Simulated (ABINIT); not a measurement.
Records of electronic-structure calculations.

```xyz
2
Lattice="0.000 3.061 3.061 3.061 0.000 3.061 3.061 3.061 0.000" Properties=species:S:1:pos:R:3 pbc="T T T" subject="A GW chain in ABINIT: PbSe (Clausthalite)" method="RPA screening on PBE, plane waves, norm-conserving pseudopotentials (and 2 further levels or steps)" program="ABINIT 10.8.3" settings="cutoff 48 Ha, PseudoDojo scalar-relativistic 0.4 stringent, norm-conserving, ngkpt (4, 4, 4), nband 447, ecuteps 10.4 Ha, inclvkb 2, shiftk (0, 0, 0), symchi 1, awtr 1, frequency ppm, 4×4×4 k-mesh" cost="5 runs, 33 min in all on 8 MPI ranks of Intel Xeon Platinum 8488C (Sapphire Rapids), shared host" notes="The cell and positions come from the Crystallography Open Database and are kept as given unless a step says otherwise. Limits: screening runs away on this mesh; no spin-orbit coupling. The 4×4×4 mesh is coarse for this cell, which bears on the long-range parts of exchange and screening. On this mesh the RPA ε∞ passes 90, more than nearly any semiconductor shows; a coarse mesh does this where one point with a narrow direct gap carries much weight. The screening is then too strong, and the G0W0 gap should not be taken as the material’s." pbe_gap="0.30 eV, direct" g0w0_gap_on_the_mesh="0.46 eV" gw_settings="4×4×4 mesh, 447 bands, screening to 283 eV, Godby-Needs plasmon pole"
Pb    0.000    0.000    0.000
Se    3.061    3.061    3.061
```

```xyz
4
Lattice="3.145 -2.250 0.000 3.145 2.250 0.000 0.000 0.000 8.210" Properties=species:S:1:pos:R:3 pbc="T T T" subject="Cl (Cmce): G0W0 with ABINIT, start to end" method="RPA screening on PBE, plane waves, norm-conserving pseudopotentials (and 2 further levels or steps)" program="ABINIT 10.8.3" settings="cutoff 25 Ha, PseudoDojo scalar-relativistic 0.4.1 standard, norm-conserving, ngkpt (4, 4, 2), nband 101, ecuteps 4 Ha, inclvkb 2, shiftk (0, 0, 0), symchi 1, awtr 1, frequency ppm, 4×4×2 k-mesh" cost="5 runs, 1.9 min in all on 8 MPI ranks of Intel Xeon Platinum 8488C (Sapphire Rapids), shared host" notes="The program’s warnings: nkpt*nsppol () is not a multiple of nproc spkpt (). The cell and positions come from the Crystallography Open Database and are kept as given unless a step says otherwise. The 4×4×2 mesh is coarse for this cell, which bears on the long-range parts of exchange and screening." pbe_gap="2.46 eV, indirect" g0w0_gap_on_the_mesh="5.64 eV" gw_settings="4×4×2 mesh, 101 bands, screening to 108.8 eV, Godby-Needs plasmon pole" known_limits="short of the basis limit; coarse k mesh"
Cl    3.145   -1.665    0.821
Cl    3.145   -0.585    4.926
Cl    3.145    1.665    7.389
Cl    3.145    0.585    3.284
```

[Long decimals in the printed logs are rounded to 6 places.]

[Logs are printed without paths, hosts, clocks, repeated set-up lines and the standing remarks that a program may print on its own settings, such as how far it seeks lower states.]

[Paths, hosts, dates, memory and timing lines, banners, echoed tables and standing remarks are left out of the program output; an Ansatz launch command may be rebuilt from the run's recorded settings. Measured values are a selection of at most five: reports struck by readers or far from the other reports are left out. None is set beside runs whose start may be inverted or whose files or cutoffs have a known fault.]

[Runs of the session that timed out or met a known fault of the program may be left out.]

[Hosts, paths, dates, database ids (printed as entryN), source tags and the programs' standing remarks are cut or masked in the printed files.]

[G0W0 gaps are taken among the corrected bands and points alone; a level outside them can change the order at an edge.]

[Where Ansatz stands beside ABINIT at settings called matched, ABINIT's density can come from a denser mesh and the files from another edition; pairs whose starting gaps differed by over 0.03 eV were left out, so agreement reads better than it is.]
